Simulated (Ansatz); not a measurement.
# Mg2C: complex band structure

Wanted: the relaxed cell of Mg2C, its band edges and its decay constants. It is built by putting Mg for Be in the Be2C structure of space group Fm-3m, with the volume rescaled by atomic radii. The parent structure comes from the Materials Project.

Calculated with Ansatz 0.2.0; PBEsol DFT, plane waves, PAW files, in the first sound run; inputs show where later runs differ.

Report form: the programs' logs are mostly left out.

The structure was built from a prototype and need not be the compound's stable phase.

## (1) Set-up

It takes space group Fm-3m (No. 225, cubic). The conventional cell has a = 5.189 Å, b = 5.189 Å, c = 5.189 Å, α = 90.00°, β = 90.00°, γ = 90.00°. Nearest to Mg lie 4 C at 2.25 Å. C has 8 Mg at 2.25 Å nearest. It derives from Be2C. Mg for Be in the Be2C structure of space group Fm-3m. Farther neighbours are not listed.

## (2) Relaxing the new crystal

The substituted atoms don't fit the parent's cell, so cell and atoms relax together. A small smearing keeps the run stable in case the gap closes on the way.

input.yaml

```yaml
crystal:
  lattice:
    - [0.0, 2.5943151785, 2.5943151785]
    - [2.5943151785, 0.0, 2.5943151785]
    - [2.5943151785, 2.5943151785, 0.0]
  atoms:
    - { symbol: Mg, position: [0.75, 0.75, 0.75] }
    - { symbol: Mg, position: [0.25, 0.25, 0.25] }
    - { symbol: C, position: [0.0, 0.0, 0.0] }
kpoints:
  mp_grid: { grid: [8, 8, 8] }
scf:
  occupations: { method: gaussian, width: 0.03 }
hamiltonian:
  xc: pbesol
output:
  forces: true
  stress: true
relax:
  f_tol: 0.02
  max_steps: 60
  cell: {}
```

Started as:

```bash
$ ansatz run input.yaml --threads 2 --pin off --max-ram 4096MiB --backend cpu --events-out ev --progress --plain --runs-dir out
```

The job ended after 3.4 s (2 threads of Arm Neoverse V2, shared host; peak memory 0.28 GiB; 6.1 s of CPU time).

The steps of the relaxation:

| step | energy less that of the first step (eV) | largest force component (eV/Å) | pressure (GPa) | volume (Å³) |
| --- | --- | --- | --- | --- |
| 1 | 0.0000 | 0.0000 | 16.35 | 34.92 |
| 2 | -0.1704 | 0.0000 | 6.96 | 37.35 |
| 3 | -0.2173 | 0.0000 | 1.01 | 39.37 |
| 4 | -0.2182 | 0.0000 | -0.01 | 39.78 |
| 5* | -0.2268 | 0.0000 | 0.26 | 39.78 |
| 6 | -0.2268 | 0.0000 | 0.01 | 39.88 |
| 7* | -0.2269 | 0.0000 | 0.01 | 39.88 |

Relaxation steps marked * repeat the geometry before them on a plane-wave basis chosen anew for their cell, so energy and pressure can jump there.

The run keeps the 48 symmetry operations that it works with, so distortions that break them were not tested.

| conventional cell, symmetrised | before | after | change |
| --- | --- | --- | --- |
| a (Å) | 5.189 | 5.423 | +4.5 % |
| b (Å) | 5.189 | 5.423 | +4.5 % |
| c (Å) | 5.189 | 5.423 | +4.5 % |
| volume (Å³/atom) | 11.64 | 13.29 | +14.2 % |

The relaxed structure:

```
Mg C
1.0
     0.00000    2.71167    2.71167
     2.71167    0.00000    2.71167
     2.71167    2.71167    0.00000
Mg C
2 1
Direct
  0.75000 0.75000 0.75000
  0.25000 0.25000 0.25000
  0.00000 0.00000 0.00000
```

Numbers from this step:

| Item | Value |
| --- | --- |
| free energy | -4070.0417 eV |
| Fermi energy | 7.999 eV |
| pressure | 0.01223 GPa |

The largest force component on a free atom ends at 1.2e-16 eV/Å.

## (3) The bulk crystal and its band edges

The energy window and the wavevectors of the next steps follow from the band edges, so these are searched first, off the mesh as well.

input.yaml

```yaml
crystal:
  lattice:
    - [0.0, 2.711671635, 2.711671635]
    - [2.711671635, 0.0, 2.711671635]
    - [2.711671635, 2.711671635, 0.0]
  atoms:
    - { symbol: Mg, position: [0.75, 0.75, 0.75] }
    - { symbol: Mg, position: [0.25, 0.25, 0.25] }
    - { symbol: C, position: [0.0, 0.0, 0.0] }
kpoints:
  mp_grid: { grid: [8, 8, 8] }
  band_path: { path: [VBM, CBM], npoints: 30 }
scf:
  occupations: { method: fixed }
hamiltonian:
  xc: pbesol
output:
  eigenvalues: true
  write_potential: true
  write_density: true
  volumetric_format: npy
  elf: true
```

The job ended after 1.8 s (2 threads; peak memory 0.26 GiB).

This step gave:

```yaml
fermi_energy: 7.654 eV
gap_on_the_k_mesh: 0.6898 eV
gap_on_path: 0.6889 eV, by band count; negative where bands overlap
direct_gap_on_path: 2.028 eV
edge_places_on_path: 0, 1.045 1/A along the path
```

Electronic bands along the path, in eV, zero at the Fermi level (highest filled level under fixed occupations); v1 is the highest filled band, c1 the lowest empty one:

| point | v3 | v2 | v1 | c1 | c2 | c3 | c4 |
| --- | --- | --- | --- | --- | --- | --- | --- |
| VBM | -0.62 | -0.12 | 0.00 | 2.03 | 6.45 | 6.63 | 6.69 |
| halfway | -2.78 | -1.03 | -0.99 | 2.54 | 4.95 | 6.63 | 8.15 |
| CBM | -4.06 | -1.54 | -1.54 | 0.69 | 4.08 | 8.97 | 9.32 |

ELF in the ac plane of a cell with a along [110], b along [-110] and c along [001] of the cube at fractional y = 0.000, with atoms of Mg and C within 0.2 Å of it. It is the smooth field of the valence electrons, not physical close to the nuclei.

Ten even steps from '0' (0.06) to '9' (0.80), each cell a mean:
```
489720279846994114995
998212138999951111599
984133314899712432279
651132411566303333036
220034300222101331012
000000000000000000000
001111111000011111100
001100011000010000100
110012100111100110011
430143310344202432024
862132412787513333157
996134216999831331389
799410059978972002798
179841489714996226994
```
Columns run along a (7.7 Å), rows up along c (5.4 Å), edges of the conventional cell, whose origin can differ from the input's. Atoms in or near the plane, at fractional coordinates: Mg at (0.25, 0.75), Mg at (0.75, 0.75), Mg at (0.25, 0.25), Mg at (0.75, 0.25), C at (0.00, 0.00), C at (0.50, 0.00).

Valence density in the ac plane of a cell with a along [110], b along [-110] and c along [001] of the cube at fractional y = 0.000, with atoms of Mg and C within 0.2 Å of it. It is the smooth field of the valence electrons, not physical close to the nuclei.

Ten steps, logarithmic in the rise over the least value, from '_' (0 e/Å³) to '@' (25 e/Å³), each cell a mean:
```
==--::..______..::--====--....____....--==
--::....::--::....::----::....----....::--
......::##%%**::............==%%%%==......
______::%%@@%%::__________..++@@@@++..____
______..++##++..____________--****--______
__________..__________________....________
__________________________________________
__________________________________________
________::--::______________..----..______
______::##%%**::____________==%%%%==______
....__--%%@@%%::__......__..++@@@@++..__..
::::....++##++....::::::....--****--....::
----::..........::------::............::--
==--::..______..::--====--....____..::--==
```
Columns run along a (7.7 Å), rows up along c (5.4 Å), edges of the conventional cell, whose origin can differ from the input's. Atoms in or near the plane, at fractional coordinates: Mg at (0.25, 0.75), Mg at (0.75, 0.75), Mg at (0.25, 0.25), Mg at (0.75, 0.25), C at (0.00, 0.00), C at (0.50, 0.00).

Electrostatic potential energy in the ac plane of a cell with a along [110], b along [-110] and c along [001] of the cube at fractional y = 0.000, with atoms of Mg and C within 0.2 Å of it. With pseudopotentials it is smooth inside the atoms' cores, unlike the true potential.

Values in eV, 8 rows by 16 columns, each cell a mean:
```
-33  -1   7   1  -1   5   5 -23 -33  -1   7   1  -1   5   5 -23
  9   8  -4 -46 -56 -16   6   9   9   8  -4 -46 -56 -16   6   9
 10   8  -2 -33 -42 -10   6  10  10   8  -2 -33 -42 -10   6  10
 11  10   7   4   3   6   9  10  11  10   7   4   3   6   9  10
 10   9   6   1  -1   4   8  10  10   9   6   1  -1   4   8  10
 10   8  -4 -46 -56 -16   5  10  10   8  -4 -46 -56 -16   5  10
  6   8  -1 -33 -42  -9   7   7   6   8  -1 -33 -42  -9   7   7
-49  -6   8   5   4   7   3 -36 -49  -6   8   5   4   7   3 -36
```
Columns run along a (7.7 Å; values clipped at the 3rd and 97th percentile), rows up along c (5.4 Å), edges of the conventional cell, whose origin can differ from the input's. Atoms in or near the plane, at fractional coordinates: Mg at (0.25, 0.75), Mg at (0.75, 0.75), Mg at (0.25, 0.25), Mg at (0.75, 0.25), C at (0.00, 0.00), C at (0.50, 0.00).

The searched edges give 0.689 eV, as on the mesh.

## (4) Complex bands

This step: PBEsol DFT, plane waves, PAW files; complex bands by layer matching along the plane's normal (Ansatz 0.2.0).

The same crystal is laid in a cell whose first two vectors span the (110) plane (indices of the standard conventional cell, whose axes can be ordered otherwise than in the bulk input). At fixed energy and wavevector in the plane the solver finds all kz, real and complex. A few wavevectors are listed, (0, 0), (-0.5, 0) and (-0.0521, -0.1042) in units of the plane's reciprocal vectors; the slowest state needn't be among them.

input.yaml

```yaml
crystal:
  lattice:
    - [3.834882803, 0.0, 0.0]
    - [0.0, 5.42334327, 0.0]
    - [1.917441401, 2.711671635, 1.917441401]
  atoms:
    - { symbol: Mg, position: [0.5, 0.25, 0.0] }
    - { symbol: Mg, position: [0.5, 0.75, 0.0] }
    - { symbol: C, position: [0.0, 0.0, 0.0] }
kpoints:
  mp_grid: { grid: [12, 12, 12] }
scf:
  occupations: { method: fixed }
hamiltonian:
  xc: pbesol
output:
  eigenvalues: true
  transmission:
    leads: [[0, 0]]
    kpoints: [[0.0, 0.0], [-0.5, 0.0], [-0.0521, -0.1042]]
    e_range: [-1.0, 1.69]
    de: 0.05
```

Elapsed: 17 s, on 2 threads; peak memory 0.46 GiB.

This step gave:

| Quantity | Value |
| --- | --- |
| free energy | -4070.0425 eV |
| Fermi energy | 7.653 eV |
| gap on the k-mesh | 0.6909 eV |
| level to which the leads are filled | 0.3455 eV from the Fermi level |
| decay constant at the filling level, zone centre | 0.0947 Å⁻¹ |
| decay constant at the filling level, slowest listed point | 0.0947 Å⁻¹ |

K parallel (0, 0); values up to 1.5 1/Å, a degenerate pair printed once or twice; energies at which all values exceed this have no row. The Im kz of the slowest decaying states by energy, zero at the highest filled level on the SCF mesh:

| energy (eV) | decay 1 (Å⁻¹) | decay 2 (Å⁻¹) | decay 3 (Å⁻¹) | decay 4 (Å⁻¹) |
| --- | --- | --- | --- | --- |
| -1.00 | 0.138 | 0.856 | 0.910 | 1.19 |
| -0.85 | 0.149 | 0.817 | 0.889 | 1.17 |
| -0.75 | 0.154 | 0.788 | 0.875 | 1.16 |
| -0.60 | 0.160 | 0.741 | 0.853 | 1.14 |
| -0.45 | 0.162 | 0.684 | 0.831 | 1.12 |
| -0.35 | 0.163 | 0.639 | 0.816 | 1.11 |
| -0.20 | 0.161 | 0.549 | 0.793 | 1.09 |
| -0.05 | 0.155 | 0.372 | 0.770 | 1.07 |
| 0.00 | 0.00774 | 0.0194 | 0.0515 | 0.153 |
| 0.05 | 0.0407 | 0.114 | 0.150 | 0.272 |
| 0.20 | 0.0761 | 0.139 | 0.225 | 0.397 |
| 0.30 | 0.0896 | 0.128 | 0.275 | 0.440 |
| 0.45 | 0.103 | 0.106 | 0.338 | 0.484 |
| 0.60 | 0.0683 | 0.110 | 0.393 | 0.515 |
| 0.70 | 0.112 | 0.427 | 0.532 | 0.645 |
| 0.85 | 0.111 | 0.478 | 0.552 | 0.619 |
| 1.00 | 0.106 | 0.530 | 0.567 | 0.592 |
| 1.10 | 0.0994 | 0.569 | 0.575 | 0.575 |
| 1.25 | 0.0830 | 0.549 | 0.586 | 0.653 |
| 1.40 | 0.0523 | 0.523 | 0.593 | 0.708 |
| 1.50 | 0.506 | 0.598 | 0.708 | 0.950 |
| 1.65 | 0.481 | 0.602 | 0.709 | 0.925 |

K parallel (0, 0). Re kz of states that move upwards against energy, zero at the highest filled level on the SCF mesh:

| energy (eV) | channel 1 (Å⁻¹) | channel 2 (Å⁻¹) | channel 3 (Å⁻¹) |
| --- | --- | --- | --- |
| -1.00 | -1.10 | -0.513 | -0.236 |
| -0.95 | -1.07 | -0.499 | -0.228 |
| -0.85 | -1.02 | -0.470 | -0.211 |
| -0.80 | -0.993 | -0.455 | -0.202 |
| -0.70 | -0.940 | -0.424 | -0.185 |
| -0.65 | -0.913 | -0.408 | -0.176 |
| -0.55 | -0.859 | -0.374 | -0.158 |
| -0.50 | -0.831 | -0.356 | -0.148 |
| -0.45 | -0.802 | -0.337 | -0.139 |
| -0.35 | -0.741 | -0.297 | -0.119 |
| -0.30 | -0.707 | -0.274 | -0.109 |
| -0.20 | -0.631 | -0.223 | -0.0862 |
| -0.15 | -0.584 | -0.193 | -0.0734 |
| -0.05 | -0.445 | -0.110 | -0.0406 |
| 0.00 | - | - | - |
| 0.05 | - | - | - |
| 0.15 | - | - | - |
| 0.20 | - | - | - |
| 0.30 | - | - | - |
| 0.35 | - | - | - |
| 0.45 | - | - | - |
| 0.50 | - | - | - |
| 0.60 | - | - | - |
| 0.65 | - | - | - |
| 0.70 | -1.62 | - | - |
| 0.80 | -1.56 | - | - |
| 0.85 | -1.54 | - | - |
| 0.95 | -1.51 | - | - |
| 1.00 | -1.50 | - | - |
| 1.10 | -1.47 | - | - |
| 1.15 | -1.46 | - | - |
| 1.20 | -1.44 | - | - |
| 1.30 | -1.42 | - | - |
| 1.35 | -1.41 | - | - |
| 1.45 | -1.38 | - | - |
| 1.50 | -1.37 | 0.0266 | - |
| 1.60 | -1.35 | 0.0687 | - |
| 1.65 | -1.33 | 0.0834 | - |

K parallel (-0.5, 0); values up to 1.5 1/Å, a degenerate pair printed once or twice; energies at which all values exceed this have no row. Im kz of the slowest decaying states against energy, zero at the highest filled level on the SCF mesh:

| energy (eV) | decay 1 (Å⁻¹) | decay 2 (Å⁻¹) | decay 3 (Å⁻¹) |
| --- | --- | --- | --- |
| -1.00 | 0.230 | 0.359 | - |
| -0.85 | 0.238 | 0.390 | - |
| -0.75 | 0.241 | 0.407 | - |
| -0.60 | 0.241 | 0.427 | - |
| -0.50 | 0.239 | 0.439 | - |
| -0.35 | 0.0987 | 0.233 | 0.453 |
| -0.25 | 0.129 | 0.228 | 0.460 |
| -0.10 | 0.161 | 0.216 | 0.470 |
| 0.00 | 0.177 | 0.206 | 0.475 |
| 0.15 | 0.187 | 0.197 | 0.481 |
| 0.25 | 0.172 | 0.208 | 0.484 |
| 0.40 | 0.143 | 0.222 | 0.487 |
| 0.50 | 0.117 | 0.230 | 0.488 |
| 0.65 | 0.0555 | 0.239 | 0.488 |
| 0.75 | 0.245 | 0.488 | - |
| 0.90 | 0.252 | 0.486 | - |
| 1.00 | 0.256 | 0.485 | - |
| 1.15 | 0.260 | 0.481 | - |
| 1.25 | 0.262 | 0.478 | - |
| 1.40 | 0.265 | 0.473 | - |
| 1.50 | 0.266 | 0.469 | - |
| 1.65 | 0.267 | 0.462 | - |

K parallel (-0.5, 0). Re kz of states that move upwards against energy, zero at the highest filled level on the SCF mesh:

| energy (eV) | channel 1 (Å⁻¹) | channel 2 (Å⁻¹) |
| --- | --- | --- |
| -1.00 | -0.231 | 1.41 |
| -0.95 | -0.217 | 1.42 |
| -0.85 | -0.187 | 1.45 |
| -0.80 | -0.172 | 1.47 |
| -0.70 | -0.139 | 1.50 |
| -0.65 | -0.121 | 1.52 |
| -0.55 | -0.0764 | 1.56 |
| -0.50 | -0.0410 | 1.60 |
| -0.45 | - | - |
| -0.35 | - | - |
| -0.30 | - | - |
| -0.20 | - | - |
| -0.15 | - | - |
| -0.05 | - | - |
| 0.00 | - | - |
| 0.05 | - | - |
| 0.15 | - | - |
| 0.20 | - | - |
| 0.30 | - | - |
| 0.35 | - | - |
| 0.45 | - | - |
| 0.50 | - | - |
| 0.60 | - | - |
| 0.65 | - | - |
| 0.70 | -0.793 | 0.846 |
| 0.80 | -0.727 | 0.912 |
| 0.85 | -0.707 | 0.932 |
| 0.95 | -0.674 | 0.964 |
| 1.00 | -0.660 | 0.979 |
| 1.10 | -0.634 | 1.00 |
| 1.15 | -0.622 | 1.02 |
| 1.20 | -0.610 | 1.03 |
| 1.30 | -0.588 | 1.05 |
| 1.35 | -0.578 | 1.06 |
| 1.45 | -0.558 | 1.08 |
| 1.50 | -0.548 | 1.09 |
| 1.60 | -0.529 | 1.11 |
| 1.65 | -0.520 | 1.12 |

K parallel (-0.0521, -0.1042); values up to 1.5 1/Å, a degenerate pair printed once or twice; energies at which all values exceed this have no row. Table of Im kz of the slowest decaying states by energy, zero at the highest filled level on the SCF mesh:

| energy (eV) | decay 1 (Å⁻¹) | decay 2 (Å⁻¹) | decay 3 (Å⁻¹) | decay 4 (Å⁻¹) |
| --- | --- | --- | --- | --- |
| -1.00 | 0.139 | 0.763 | 0.965 | 1.11 |
| -0.85 | 0.153 | 0.716 | 0.945 | 1.09 |
| -0.75 | 0.160 | 0.680 | 0.931 | 1.07 |
| -0.60 | 0.167 | 0.618 | 0.910 | 1.05 |
| -0.45 | 0.0564 | 0.172 | 0.535 | 0.888 |
| -0.35 | 0.102 | 0.173 | 0.457 | 0.873 |
| -0.20 | 0.174 | 0.204 | 0.851 | 0.988 |
| -0.05 | 0.0147 | 0.171 | 0.294 | 0.828 |
| 0.00 | 0.0101 | 0.170 | 0.331 | 0.820 |
| 0.05 | 0.0937 | 0.168 | 0.360 | 0.812 |
| 0.20 | 0.162 | 0.177 | 0.420 | 0.788 |
| 0.30 | 0.155 | 0.213 | 0.448 | 0.772 |
| 0.45 | 0.142 | 0.186 | 0.327 | 0.480 |
| 0.60 | 0.123 | 0.185 | 0.405 | 0.504 |
| 0.70 | 0.105 | 0.185 | 0.456 | 0.516 |
| 0.85 | 0.0631 | 0.183 | 0.532 | 0.551 |
| 1.00 | 0.179 | 0.544 | 0.634 | 0.652 |
| 1.10 | 0.176 | 0.550 | 0.634 | 0.637 |
| 1.25 | 0.167 | 0.558 | 0.606 | 0.640 |
| 1.40 | 0.155 | 0.563 | 0.579 | 0.642 |
| 1.50 | 0.144 | 0.561 | 0.566 | 0.642 |
| 1.65 | 0.121 | 0.534 | 0.569 | 0.642 |

K parallel (-0.0521, -0.1042). The Re kz of states that move upwards by energy, zero at the highest filled level on the SCF mesh:

| energy (eV) | channel 1 (Å⁻¹) | channel 2 (Å⁻¹) | channel 3 (Å⁻¹) |
| --- | --- | --- | --- |
| -1.00 | -1.05 | -0.565 | -0.182 |
| -0.95 | -1.03 | -0.550 | -0.171 |
| -0.85 | -0.976 | -0.521 | -0.149 |
| -0.80 | -0.950 | -0.505 | -0.137 |
| -0.70 | -0.898 | -0.474 | -0.110 |
| -0.65 | -0.871 | -0.457 | -0.0949 |
| -0.55 | -0.814 | -0.423 | -0.0540 |
| -0.50 | -0.784 | -0.405 | - |
| -0.45 | -0.752 | -0.386 | - |
| -0.35 | -0.679 | -0.344 | - |
| -0.30 | -0.636 | -0.320 | - |
| -0.20 | -0.513 | -0.254 | - |
| -0.15 | -0.377 | -0.150 | - |
| -0.05 | -0.187 | - | - |
| 0.00 | - | - | - |
| 0.05 | - | - | - |
| 0.15 | - | - | - |
| 0.20 | - | - | - |
| 0.30 | - | - | - |
| 0.35 | - | - | - |
| 0.45 | - | - | - |
| 0.50 | - | - | - |
| 0.60 | - | - | - |
| 0.65 | - | - | - |
| 0.70 | - | - | - |
| 0.80 | - | - | - |
| 0.85 | - | - | - |
| 0.95 | -1.60 | - | - |
| 1.00 | -1.57 | - | - |
| 1.10 | -1.53 | - | - |
| 1.15 | -1.52 | - | - |
| 1.20 | -1.50 | - | - |
| 1.30 | -1.47 | - | - |
| 1.35 | -1.46 | - | - |
| 1.45 | -1.44 | - | - |
| 1.50 | -1.42 | - | - |
| 1.60 | -1.40 | - | - |
| 1.65 | -1.39 | - | - |

At the listed wavevectors the last open channel is at -0.05 eV and the next at +0.70 eV on the grid. At +0.35 eV, the grid energy nearest the filling level (the middle of the gap on the SCF mesh), the slowest state at the listed wavevectors decays with κ = 0.0947 Å⁻¹, its amplitude falling by e over 11 Å. Through 1 nm of this crystal that state's transmission falls by exp(−2 × 0.0947 Å⁻¹ × 10 Å) = 0.15.

## (5) Decay over the two-dimensional zone

The listed points could miss the slowest state, so one energy near mid-gap is solved on a mesh of 16×14.

input.yaml, the sections that differ from step 4:

```yaml
output:
  eigenvalues: true
  transmission: { leads: [[0, 0]], kmesh: [16, 14], e_range: [0.34, 0.35], de: 0.05 }
# crystal, kpoints, scf, hamiltonian: as in step 4
```

It took 24 s on 2 threads; peak memory 0.41 GiB.

This step gave:

```yaml
least_decay_constant_on_the_mesh: 0.0937 Å⁻¹
```

Slowest decay constant (1/Å; 0 where a channel is open) over k1 and k2. At 0.3400 eV from the Fermi level.

Ten even steps from '0' (0.094) to '9' (0.300):
```
4457888888888754
5445777777777544
5544666555666445
5544455444554445
5544334323433445
5543322212223345
2443322101223344
5543322212223345
5544334323433445
5544455444554445
5544666555666445
5445777777777544
4457888888888754
4568999999999865
```
Columns: k1 (b1) from -0.5 to 0.438; rows upwards: k2 (b2) from -0.5 to 0.429.

The least value on the mesh is 0.0937 Å⁻¹ at +0.34 eV. At that energy the listed points give about 0.0937 Å⁻¹ by interpolation, so the mesh holds no clearly slower state.

## (6) Band edges at another level, cutoff 1142.88 eV

This step: PBEsol DFT, plane waves, norm-conserving files (Ansatz 0.2.0).

The edges again with norm-conserving files, at the same atoms. Against that run the cutoff is 1143 eV against 420.

input.yaml

```yaml
crystal:
  lattice:
    - [0.0, 2.711671635, 2.711671635]
    - [2.711671635, 0.0, 2.711671635]
    - [2.711671635, 2.711671635, 0.0]
  atoms:
    - { symbol: Mg, position: [0.75, 0.75, 0.75] }
    - { symbol: Mg, position: [0.25, 0.25, 0.25] }
    - { symbol: C, position: [0.0, 0.0, 0.0] }
kpoints:
  mp_grid: { grid: [8, 8, 8] }
  band_path: { path: [VBM, CBM], npoints: 30 }
scf:
  occupations: { method: fixed }
hamiltonian:
  xc: pbesol
  pseudopotentials: { kind: nc }
output:
  eigenvalues: true
```

Run time: 4.4 s. Hardware: 2 threads; peak memory 0.33 GiB.

Numbers from this step:

```yaml
free_energy: -3390.2377 eV
fermi_energy: 7.611 eV
gap_on_the_k_mesh: 0.6883 eV
gap_on_path: 0.6875 eV, by band count; negative where bands overlap
direct_gap_on_path: 2.023 eV
```

The electronic bands at the labelled points (eV, zero at the Fermi level (highest filled level under fixed occupations); v1 is the highest filled band, c1 the lowest empty one):

| point | v3 | v2 | v1 | c1 | c2 | c3 | c4 |
| --- | --- | --- | --- | --- | --- | --- | --- |
| VBM | -0.62 | -0.12 | 0.00 | 2.02 | 6.44 | 6.62 | 6.67 |
| halfway | -2.79 | -1.04 | -1.00 | 2.54 | 4.96 | 6.64 | 8.14 |
| CBM | -4.08 | -1.55 | -1.55 | 0.69 | 4.09 | 8.97 | 9.32 |

The searched edges give 0.688 eV, as on the mesh.

(Continued in part 2 of 2.)

[Logs are printed without paths, hosts, clocks, repeated set-up lines and the standing remarks that a program may print on its own settings, such as how far it seeks lower states.]

[Hosts, paths, dates, database ids (printed as entryN), source tags and the programs' standing remarks are cut or masked in the printed files.]
